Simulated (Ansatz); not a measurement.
# MgGaGeH: relaxing a made-up structure, part 2 of 2

Starting from a made-up structure for MgGaGeH, the aim is the relaxed cell, its shortest contacts and, where a second run follows, its electronic structure.

Ansatz 0.2.0; DFT, r2SCAN, plane-wave PAW, files of the set soft_1, scalar-relativistic, no spin, cell and ions relaxed at zero pressure; PAW set soft_1 (the session's first sound run).

So far: Starting point; Relaxing cell and atoms. The relaxed cell has a = 3.959, c = 4.819 Å (conventional setting).

## 3. Bands of the relaxed cell

With the geometry fixed, one more self-consistent run, with a narrower smearing and the mesh shown in its input, gives the bands, and its pressure, and its forces where symmetry allows any, show how far the geometry depends on these settings.

This step: DFT, r2SCAN, plane-wave PAW, files of the set soft_1, scalar-relativistic, no spin, bands and density of states at the relaxed cell; PAW set soft_1 (Ansatz 0.2.0).

Contents of input.yaml:

```yaml
crystal:
  lattice:
    - [3.9590825677, 0.0, 0.0]
    - [-1.9795412838, 3.4286660793, 0.0]
    - [0.0, 0.0, 4.8192452337]
  atoms:
    - { symbol: Ge, position: [0.0, 0.0, 0.3922753037] }
    - { symbol: Ga, position: [0.3333333333, 0.6666666667, 0.5728703926] }
    - { symbol: Mg, position: [0.6666666667, 0.3333333333, 0.0451140139] }
    - { symbol: H, position: [0.3333333333, 0.6666666667, 0.9184402898] }
kpoints:
  mp_grid: { grid: [10, 10, 6] }
  band_path:
    path:
      - [[0.0, 0.0, 0.0], [0.5, 0.0, 0.0], [0.33333333, 0.33333333, 0.0], [0.0, 0.0, 0.0], [0.0, 0.0, 0.5], [0.5, 0.0, 0.5], [0.33333333, 0.33333333, 0.5], [0.0, 0.0, 0.5]]
      - [[0.5, 0.0, 0.5], [0.5, 0.0, 0.0]]
      - [[0.33333333, 0.33333333, 0.0], [0.33333333, 0.33333333, 0.5]]
    npoints: 8
scf:
  occupations: { method: fermi_dirac, width: 0.03 }
  n_extra_bands: 8
hamiltonian:
  xc: r2scan
  pseudopotentials: { kind: paw, azcp: { folder: soft_1 } }
output:
  forces: true
  stress: true
  write_bands: true
  dos: { projected: true }
  write_density: true
  write_potential: true
  elf: true
  volumetric_format: npy
```

Command:

```console
ansatz run input.yaml --threads 4 --pin off --max-ram 8192MiB --backend cpu --events-out ev --progress --plain --runs-dir out
```

Numbers of over 12 decimals in the logs are rounded to 6 here.

What it wrote:

```text
[...]
Crystal: 4 atoms, lattice volume = 65.418 Å³
Basis set: ecut = 500 eV, 1643 PW (Γ), exchange–correlation on 120×120×144 points (64 copies of the dense FFT grid, shifted against one another)
Bands: 27, of which v1, the nominal top of the filled ones, is band 19 counted from 1 (18 counted from 0)
Symmetry: 6 space group operations
[...]
k-points: 72 of 600 (time reversal used)
[...]
SCF iter  10: F=-10035.381718 eV  HF=-10035.381718 eV  |F-HF|=3.19e-8  |Δ(HF+E_count)|=   3.15e-7  Δρ=8.78e-6  dr2=5.12e-8  dr2_τ=5.80e-10  ethr=2.63e-10  ⟨swp⟩=12.4  Hψ=14712  notcnv=0
SCF 1 converged in 10 iterations: F = -10035.381718 eV  dr2 = 5.12e-8
[...]
NSCF: frozen V_eff on 75 k-points
SCF converged after 10 iterations
Free energy (F): -10035.381718 eV
[...]
Internal energy: -10035.380179 eV  (E = F + TS)
E sigma→0 (E₀):  -10035.380949 eV
Entropy (-TS):   -0.001539 eV (-0.385 meV/atom)
Fermi energy:    7.925858 eV
[...]
--- Forces (eV/Å), atoms counted from 1 ---
  atom   1  Ge     0.00000000    -0.00000000    -0.00732423
  atom   2  Ga    -0.00000000    -0.00000000     0.01016919
  atom   3  Mg     0.00000000     0.00000000    -0.00096806
  atom   4  H     -0.00000000    -0.00000000    -0.00192298
  max |Σ_I F_I| component: 4.61e-5 eV/Å
--- Stress (GPa, compression-positive) ---
        0.037644      -0.000000      -0.000000
       -0.000000       0.037644      -0.000000
       -0.000000      -0.000000       0.126910
  P = ⅓ Tr σ = 0.0674 GPa (0.674 kbar)
--- Band table (eV; the first three rows and the last of 72) ---
  k-point 0: bands = [... 15 lower, 2.0311, 4.4364, 8.0941, 8.0941, 10.2739, 11.2430, 11.2430, 12.2862, ... 4 higher]
  k-point 1: bands = [... 15 lower, 1.1511, 5.4967, 8.1584, 8.1584, 10.5164, 11.3472, 11.3472, 12.0482, ... 4 higher]
  k-point 2: bands = [... 15 lower, -0.0008, 7.0766, 8.2971, 8.2971, 10.7379, 11.5980, 11.5980, 11.9961, ... 4 higher]
  k-point 71: bands = [... 15 lower, 0.4775, 2.4140, 3.8353, 5.2377, 7.2293, 13.4316, 14.6417, 14.9987, ... 4 higher]
```

It took 12 s on 4 threads of Arm Neoverse V2, shared host; peak memory 0.55 GiB; 48 s of CPU time.

This step gave:

```yaml
free_energy: -10035.3817 eV
energy_at_zero_smearing: -10035.3809 eV
smearing_term_ts: 0.001539 eV
fermi_energy: 7.926 eV
pressure: 0.06740 GPa
```

From bands.tsv, the bands that come nearest the Fermi level along the path, at its corners, in eV from the Fermi level:

```
point  band 16  band 17  band 18  band 19  band 20  band 21  band 22  band 23
    Γ    -5.89    -3.49     0.17     0.17     2.35     3.32     3.32     4.36
    M    -7.98    -3.87    -1.95    -1.35     0.30     1.12     2.58     6.28
    K    -8.27    -4.86    -3.28    -0.75     1.39     2.44     2.47     3.31
    Γ    -5.89    -3.49     0.17     0.17     2.35     3.32     3.32     4.36
    A    -8.43    -0.04     0.45     0.45     2.42     3.83     3.83     5.20
    L    -7.50    -5.90    -3.10    -1.58     1.41     1.99     3.17     7.10
    H    -7.53    -5.50    -4.24    -2.69    -0.86     5.73     7.08     7.46
    A    -8.43    -0.04     0.45     0.45     2.42     3.83     3.83     5.20
    L    -7.50    -5.90    -3.10    -1.58     1.41     1.99     3.17     7.10
    M    -7.98    -3.87    -1.95    -1.35     0.30     1.12     2.58     6.28
    K    -8.27    -4.86    -3.28    -0.75     1.39     2.44     2.47     3.31
    H    -7.53    -5.50    -4.24    -2.69    -0.86     5.73     7.08     7.46
```

States per cell as run, both spins, in windows of 1 eV, from dos.tsv (zero at the Fermi level):

| from | to | total |
| --- | --- | --- |
| -8 | -7 | 1.46 |
| -7 | -6 | 0.48 |
| -6 | -5 | 0.41 |
| -5 | -4 | 0.90 |
| -4 | -3 | 0.96 |
| -3 | -2 | 1.37 |
| -2 | -1 | 1.80 |
| -1 | 0 | 0.56 |
| 0 | 1 | 0.62 |
| 1 | 2 | 1.13 |
| 2 | 3 | 1.36 |
| 3 | 4 | 1.88 |
| 4 | 5 | 1.57 |
| 5 | 6 | 1.42 |

A further 30.0 states lie below the table's range.

Valence density in the ac plane at fractional y = 0.667, with atoms of Ga and H within 0.2 Å of it. It is the smooth field of the valence electrons, not physical close to the nuclei.

Values in e/Å³, 17 rows by 14 columns, each cell a mean:
```
 0  0  0  1  1  1  1  0  0  0  0  0  0  0
 0  0  0  1  1  1  1  0  0  0  0  0  0  0
 0  0  0  0  1  1  1  0  0  0  0  0  0  0
 0  0  0  0  1  1  0  0  0  0  0  0  0  0
 0  0  0  1  1  1  1  0  0  0  0  0  0  0
 0  0  1  3  8  8  3  1  0  0  0  0  0  0
 0  0  1  8 28 28  9  1  0  0  0  0  0  0
 0  0  1  7 25 26  8  1  0  0  0  0  0  0
 0  0  1  2  6  7  3  1  0  0  0  0  0  0
 0  0  0  1  1  1  1  0  0  0  0  0  0  0
 0  0  0  0  0  0  0  0  0  0  0  0  0  0
 0  0  0  0  0  0  0  0  0  0  0  0  0  0
 0  0  0  0  0  0  0  0  0  0  0  0  0  0
 0  0  0  0  0  0  0  0  0  0  0  0  0  0
 0  0  0  0  0  0  0  0  0  0  0  0  0  0
 0  0  0  0  0  0  0  0  0  0  0  0  0  0
 0  0  0  0  0  0  0  0  0  0  0  0  0  0
```
Columns run along a (4.0 Å), rows up along c (4.8 Å). Atoms in or near the plane, at fractional coordinates: Ga at (0.33, 0.57), H at (0.33, 0.92).

ELF in the ac plane at fractional y = 0.667, with atoms of Ga and H within 0.2 Å of it. It is the smooth field of the valence electrons, not physical close to the nuclei.

Ten even steps from '0' (0.34 × 1e-1) to '9' (9.96 × 1e-1), each cell a mean:
```
14899998410000
25899998520000
24689986420000
23444444321111
22221122222222
32210002233333
43100001244444
53100002355445
54210012355445
54321123455445
54322223455555
54221122455555
43110001346666
42000000245665
21001100123444
11256752111111
12589985210000
```
Columns run along a (4.0 Å), rows up along c (4.8 Å). Atoms in or near the plane, at fractional coordinates: Ga at (0.33, 0.57), H at (0.33, 0.92).

Electrostatic potential energy in the ac plane at fractional y = 0.667, with atoms of Ga and H within 0.2 Å of it. With pseudopotentials it is smooth inside the atoms' cores, unlike the true potential.

Ten even steps from '0' (-4 eV) to '9' (31 eV), each cell a mean:
```
33310013333223
33310013333333
33320023333333
33210012333333
32112211233443
31158850133443
31289992133333
31289981133333
31048840133333
32101101233222
33221122332222
33333333333223
33333333333333
33444444333323
33444443333223
33333333332222
33331133332222
```
Columns run along a (4.0 Å; values clipped at the 3rd and 97th percentile), rows up along c (4.8 Å). Atoms in or near the plane, at fractional coordinates: Ga at (0.33, 0.57), H at (0.33, 0.92).

## 4. What came out

| Quantity | Value |
| --- | --- |
| space group, relaxed | P3m1 |
| conventional cell | a = 3.959, b = 3.959, c = 4.819 Å; α = 90.0°, β = 90.0°, γ = 120.0° |
| volume per atom | 16.35 Å³ (guess 14.68) |

MgGaGeH relaxes to P3m1 with a = 3.959, b = 3.959 and c = 4.819 Å. The guessed volume was 10 % too small. The space group P3m1 was held in the relaxation, so the end point is a stationary structure within it and may be a saddle against distortions or other arrangements. Bands cross the Fermi level, so it is a metal or semimetal at this level. On the 10×10×6 mesh with the narrower smearing (relaxed on 8×8×6) the largest force component is 0.010 eV/Å and the largest stress component is 0.127 GPa, against the relaxation's thresholds of 0.015 eV/Å and 0.05 GPa. The cutoff wasn't tested. No dispersion term is used, so weakly bound directions may come out too long. Nothing here tests whether the compound is stable against decomposition.

[Logs are printed without paths, hosts, clocks, repeated set-up lines and the standing remarks that a program may print on its own settings, such as how far it seeks lower states.]

[Hosts, paths, dates, database ids (printed as entryN), source tags and the programs' standing remarks are cut or masked in the printed files.]
